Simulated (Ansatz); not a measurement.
# Relaxing twisted graphene monolayer on bilayer, 87.80° (78 atoms), part 2 of 2

How does twisted graphene monolayer on bilayer, 87.80° (78 atoms) relax, and what do bonds, charges and levels look like afterwards?

Ansatz 0.2.0; Kohn-Sham DFT, LDA, PAW (set soft_2), plane waves.

The cell: 78 C. The functional has no dispersion term.

So far. Step 3 (Relaxation): The relaxation changed the energy by -0.197 meV/atom, and atoms moved by 0.039 Å r.m.s., 0.054 Å at most.

### Step 5. Single point at the relaxed geometry

The electronic structure is read at the final geometry, in a run of its own.

Input file input.yaml:

```yaml
crystal:
  lattice:
    - [8.8697, 0.0, 0.0]
    - [-4.43485, 7.68139, 0.0]
    - [0.0, 0.0, 20.69]
  atoms:
    - { symbol: C, position: [0.12821, 0.17949, 0.33894] }
    - { symbol: C, position: [0.17949, 0.05128, 0.33899] }
    - { symbol: C, position: [0.20513, 0.48718, 0.33894] }
    - { symbol: C, position: [0.25641, 0.35897, 0.33899] }
    [... 68 atom lines left out ...]
    - { symbol: C, position: [0.79487, 0.28205, 0.66229] }
    - { symbol: C, position: [0.74359, 0.10256, 0.66228] }
    - { symbol: C, position: [0.02563, 0.58974, 0.66226] }
    - { symbol: C, position: [0.97435, 0.41025, 0.66231] }
    - { symbol: C, position: [0.10257, 0.35898, 0.6623] }
    - { symbol: C, position: [0.05129, 0.17949, 0.66227] }
kpoints:
  mp_grid: { grid: [3, 3, 1] }
hamiltonian:
  xc: lda
scf:
  occupations: { method: fermi_dirac, width: 0.05 }
output:
  forces: true
  populations: true
  dos:
    method: { smearing: { sigma: 0.1 } }
    de: 0.1
    projected:
      site_lists:
        C: [C]
        layer_1: [0, 1, 2, 3, 4, 5, 6, 7, 8, 9, 10, 11, 12, 13, 14, 15, 16, 17, 18, 19, 20, 21, 22, 23, 24, 25]
        layer_2: [26, 27, 28, 29, 30, 31, 32, 33, 34, 35, 36, 37, 38, 39, 40, 41, 42, 43, 44, 45, 46, 47, 48, 49, 50, 51]
        layer_3: [52, 53, 54, 55, 56, 57, 58, 59, 60, 61, 62, 63, 64, 65, 66, 67, 68, 69, 70, 71, 72, 73, 74, 75, 76, 77]
  eigenvalues: true
  write_density: true
  write_potential: true
  volumetric_format: npy
  elf: true
```

Started as:

```bash
ansatz run input.yaml --threads 4 --pin off --max-ram 15872MiB --backend cpu --events-out ev --progress --plain --runs-dir out
```

Numbers of over 12 decimals in the logs are rounded to 6 here.

What it wrote:

```text
[...]
Crystal: 78 atoms, lattice volume = 1409.643 Å³
Basis set: ecut = 420 eV, 27591 PW (Γ)
Bands: 234, of which v1, the nominal top of the filled ones, is band 156 counted from 1 (155 counted from 0)
Symmetry: 3 space group operations
[...]
k-points: 3 of 9 (time reversal used)
[...]
SCF iter   1: F=—  HF=-18951.582245 eV  |F-HF|=—  |Δ(HF+E_count)|=         —  Δρ=4.54e-3  dr2=2.73e-1  ethr=1.77e-3  ⟨swp⟩=11.3  Hψ=4649  notcnv=0  defer=121
[...]
SCF iter   7: F=-18951.576619 eV  HF=-18951.576619 eV  |F-HF|=2.89e-7  |Δ(HF+E_count)|=   2.52e-6  Δρ=3.03e-6  dr2=8.28e-8  ethr=3.21e-11  ⟨swp⟩=31.3  Hψ=9080  notcnv=0
SCF 1 converged in 7 iterations: F = -18951.576619 eV  dr2 = 8.28e-8
[...]
WARN: The output density's exchange-correlation potential varies sharply where the density is thin. Do not read a vacuum level from v_tot or v_xc, or from such a field of the output density. On a cell that repeats whose density bears no net charge and no dipole along the vacuum's axis use v_es (v_loc + v_h of the components); [...]
SCF converged after 7 iterations
Free energy (F): -18951.576619 eV
[...]
Internal energy: -18951.514940 eV  (E = F + TS)
E sigma→0 (E₀):  -18951.545779 eV
Entropy (-TS):   -0.061679 eV (-0.791 meV/atom)
Fermi energy:    0.928697 eV
[...]
--- Forces (eV/Å), atoms counted from 1 ---
  atom   1  C     -0.00058798    -0.00155431    -0.00275869
  atom   2  C     -0.00206806    -0.00046376     0.00011573
  atom   3  C     -0.00056989    -0.00138668    -0.00285856
  atom   4  C     -0.00052267     0.00268771    -0.00083426
  atom   5  C     -0.00091596     0.00118688    -0.00285856
  atom   6  C      0.00000000    -0.00000000     0.00033046
  atom   7  C      0.00201759     0.00172486    -0.00297737
  atom   8  C     -0.00255950    -0.00193365     0.00019062
  atom   9  C      0.00020959    -0.00331709    -0.00264175
  atom  10  C     -0.00114169     0.00008432    -0.00013712
  atom  11  C      0.00148584     0.00019980    -0.00285856
  atom  12  C     -0.00039484     0.00318342     0.00019062
  atom  13  C      0.00276789     0.00184005    -0.00264175
  atom  14  C     -0.00206629    -0.00179650    -0.00083426
[...]
atom  77  C      0.00322443     0.00720118     0.00160554
  atom  78  C      0.01531932    -0.00113545     0.00070779
  max |Σ_I F_I| component: 1.62e-3 eV/Å
--- Band table (eV) ---
[...]
--- Löwdin populations: 78 sites ---
  site symbol       q [e]
     0      C      3.9648
     1      C      3.9611
     2      C      3.9648
[...]
77      C      3.9625
  spilling = 0.008861 (of n_electrons = 312.000000)
```

It took 56 s on 4 threads of Arm Neoverse V2, shared host; peak memory 3.7 GiB; 3.6 min of CPU time.

The program notes that the exchange-correlation potential is rough where the density is thin.

Numbers from this run:

```yaml
free_energy: -18951.5766 eV
free_energy_per_atom: -242.9689 eV/atom
scf_cycles: 7
r_m_s_force_component: 0.00482 eV/Å
longest_force: 0.01538 eV/Å
fermi_energy: 0.9287 eV
levels_partly_filled_by_over_2_per_cent: 4
potential_in_mid_vacuum_over_the_fermi_level: 4.58 eV
potential_4p5_a_over_the_upper_face: 4.581 eV
potential_4p5_a_under_the_lower_face: 4.578 eV
spilling_of_the_projection: 0.008861
```

The mean of these charges, 0.035 e, is only the charge that the projection spills.

Löwdin charges by element (they lack the spilled electrons, 0.035 e an atom on average):

```
element  coordination  atoms  mean charge (e)  spread   least    most
      C           all     78           0.0354  0.0031  0.0293  0.0389
```

By region:

```
 region  atoms  mean length of the force (eV/Å)
layer 1     26                            0.003
layer 2     26                            0.009
layer 3     26                            0.009
```

States in the cell by windows of 1 eV, zero at the Fermi level; the larger projections on atomic orbitals stand beside the total:

```
from (eV)  to (eV)  total   C p  layer 3  layer 1  layer 2  C s
      -14      -13   10.4   5.8      3.4      3.3      3.5  4.5
      -13      -12   15.4  10.2      5.1      5.0      5.1  5.1
      -12      -11   11.6   7.8      3.9      3.8      3.8  3.8
      -11      -10   13.4   9.8      4.4      4.4      4.4  3.5
      -10       -9   12.7  10.6      4.1      4.2      4.3  1.9
       -9       -8   16.1  13.5      5.2      5.4      5.4  2.5
       -8       -7   26.1  23.3      8.7      8.5      8.6  2.5
       -7       -6   35.3  33.8     11.7     11.7     11.6  1.2
       -6       -5   30.8  29.6      9.9     10.3     10.4  1.0
       -5       -4   21.6  21.3      7.6      7.1      6.8  0.2
       -4       -3   21.4  21.2      7.4      7.3      6.7  0.2
       -3       -2   16.7  16.6      5.2      5.5      5.9  0.0
       -2       -1    9.9   9.8      3.2      3.1      3.5  0.0
       -1        0    1.6   1.6      0.5      0.5      0.6  0.0
        0        1    1.3   1.2      0.4      0.4      0.4  0.0
        1        2   16.1  15.6      5.1      5.5      5.0  0.0
        2        3   11.0  10.5      3.3      3.4      3.8  0.0
        3        4   12.1  10.0      3.3      3.3      3.4  0.0
        4        5   12.1   5.4      2.4      1.5      1.5  0.0
```

Between -20 and -14 eV lie 69 more states.

The levels nearest the highest filled one (over half full), pooled over k-points and spins:

```
level less the highest filled one (eV)  occupation
                                 -1.56           2
                                 -1.28           2
                                 -1.26           2
                                 -1.08           2
                                -0.372        2.00
                                     0        1.08
                                0.0099        0.98
                                0.0099        0.98
                                0.0119        0.96
                                 0.408       0.001
                                  1.13           0
                                  1.19           0
```

Planar average of the electrostatic potential energy along the normal, with the Fermi level as zero, after a running mean with a triangular window 4 Å wide at its base:

```
height (Å)  potential energy (eV)
       0.0                   4.58
       0.6                   4.58
       1.1                   4.58
       1.7                   4.58
       2.3                   4.58
       2.9                   4.58
       3.6                   4.56
       4.2                   4.45
       4.7                   3.69
       5.3                   0.98
       5.9                  -2.90
       6.5                  -6.68
       7.0                  -8.54
       7.6                  -6.55
       8.2                  -3.93
       8.8                  -3.30
       9.3                  -4.74
       9.9                  -7.62
      10.6                  -7.77
      11.2                  -4.70
      11.8                  -2.63
      12.4                  -2.92
      12.9                  -5.50
      13.5                  -8.27
      14.1                  -7.57
      14.7                  -4.06
      15.2                  -0.11
      15.8                   3.12
      16.4                   4.36
      17.0                   4.55
      17.7                   4.58
      18.2                   4.58
      18.8                   4.58
      19.4                   4.58
      20.0                   4.58
      20.5                   4.58
```

Electrostatic potential energy in the ca plane at fractional y = 0.026, with atoms of C within 0.2 Å of it. With pseudopotentials it is smooth inside the atoms' cores, unlike the true potential.

Ten even steps from '0' (-42 eV) to '9' (6 eV), each cell a mean:
```
99999999999888999997214899999888999999999999
99999999998768999998767999998646899999999999
99999999998646899999878999997201799999999999
99999999998646899999878999997200699999999999
99999999999778999998657999998534899999999999
99999999999888999997204899999767899999999999
99999999999888999997214899998646899999999999
99999999998768999998767999998746899999999999
99999999997203899999889999998524899999999999
99999999995001799999999999998301799999999999
99999999997103899999889999998524899999999999
99999999998646899998768999998635899999999999
99999999998315899997315899997201699999999999
99999999997203899997204899997100699999999999
99999999998536899998546899998413799999999999
99999999998646899999878999999877999999999999
99999999998647899999878999999888999999999999
99999999998767999998767999999888999999999999
99999999997325899997325899999867899999999999
99999999996001799996002799998645899999999999
99999999997103899996103899998646899999999999
99999999998657999998536899999877999999999999
99999999999889999997204899999988999999999999
99999999999999999996001799999999999999999999
```
Columns run along c (16.0 Å, from fractional 0.13 to 0.90 of the cell; values clipped at the 3rd and 97th percentile), rows up along a (8.9 Å). Atoms in or near the plane, at fractional coordinates: C at (0.34, 0.18), C at (0.34, 0.59), C at (0.50, 0.00), C at (0.50, 0.18), C at (0.66, 0.87), C at (0.66, 0.44).

ELF in the ca plane at fractional y = 0.026, with atoms of C within 0.2 Å of it. It is the smooth field of the valence electrons, not physical close to the nuclei.

Ten even steps from '0' (0.00) to '9' (0.91), each cell a mean:
```
00000000012232100157878740001222210000000000
00000000136787520036887520024556531000000000
00000000258999730024555310046635652100000000
00000000247888630014554310046534653100000000
00000000124554310035666420036777642000000000
00000000001222100147667630025787631000000000
00000000012232100157888730025666531000000000
00000000125666410035676420037899752000000000
00000000256656630001222100047999852000000000
00000001356304640000000000046656752000000000
00000001357657740001111100036777752000000000
00000000257999730025665410037999852000000000
00000000257777630147888630047645753100000000
00000000257767630147767630046413653100000000
00000000258999730035666520036656642000000000
00000000257888630014555310014565421000000000
00000000135666520013454310001222100000000000
00000000136787520036787520001222110000000000
00000000246767630147888730014565421000000000
00000001356425630157435640037898752000000000
00000000256546630157657740037999852000000000
00000000134555410158999740024677531000000000
00000000001222100157777740001222100000000000
00000000000000000156425640000000000000000000
```
Columns run along c (16.0 Å, from fractional 0.13 to 0.90 of the cell), rows up along a (8.9 Å). Atoms in or near the plane, at fractional coordinates: C at (0.34, 0.18), C at (0.34, 0.59), C at (0.50, 0.00), C at (0.50, 0.18), C at (0.66, 0.87), C at (0.66, 0.44).

Löwdin charges run from +0.03 to +0.04 e, about a mean that is the spilled charge alone. Within 0.4 eV of the Fermi level the largest share is C p (100 % of the projected weight). The potential stands 4.58 eV above the Fermi level over the upper face and 4.58 eV under the lower one, a reading of the work function, with no dipole correction.

Local excerpt of 10 atoms (numbers count through the whole input) about C40, picked at random; x, y, z are measured from there.

```
atom      x      y     z  distance (Å)  bonds  Löwdin charge (e)
 C40   0.00   0.00  0.00          0.00      3               0.03
 C45   1.36   0.39  0.00          1.42      3               0.03
 C37  -0.34  -1.38  0.00          1.42      3               0.03
 C39  -1.02   0.98  0.00          1.42      3               0.03
 C34  -2.39   0.59  0.00          2.46      3               0.03
 C46   2.39  -0.59  0.00          2.46      3               0.03
 C48   1.71   1.77  0.00          2.46      3               0.03
 C38   0.68  -2.36  0.00          2.46      3               0.03
 C32  -1.71  -1.77  0.00          2.46      3               0.03
 C42  -0.68   2.36  0.00          2.46      3               0.03
```

The column of bonds counts only the pairs C-C within 1.82 Å; other neighbours, such as metal atoms beside each other in a compound, aren't counted, and periodic images can show an atom twice.

### Step 6. What came out

| Item | Value |
| --- | --- |
| energy change in the relaxation | -0.197 meV/atom |
| r.m.s. displacement | 0.039 Å |
| largest displacement | 0.054 Å |
| free energy per atom | -242.9689 eV/atom |
| r.m.s. force component | 0.00482 eV/Å |
| potential in mid-vacuum, over the Fermi level | 4.58 eV |
| wall time of the 3 DFT runs | 3.5 min |

**Reading.** Relaxation lowers the energy by 0.197 meV/atom and moves atoms by 0.039 Å r.m.s.; the r.m.s. force component goes from 0.018 to 0.0048 eV/Å. By the final cutoffs no bond was broken or made. From the first step to the last the energy fell by 0.015 eV, and the largest move was 0.05 Å (C2, with 12 other atoms within 2 % of it). With the cutoffs above, all C atoms have 3 bonded neighbours. No gap is quoted, since levels at the Fermi energy are partly filled. The potential stands 4.58 eV above the Fermi level over the upper face and 4.58 eV under the lower one, a reading of the work function, with no dipole correction.

[Logs are printed without paths, hosts, clocks, repeated set-up lines and the standing remarks that a program may print on its own settings, such as how far it seeks lower states.]

[Hosts, paths, dates, database ids (printed as entryN), source tags and the programs' standing remarks are cut or masked in the printed files.]
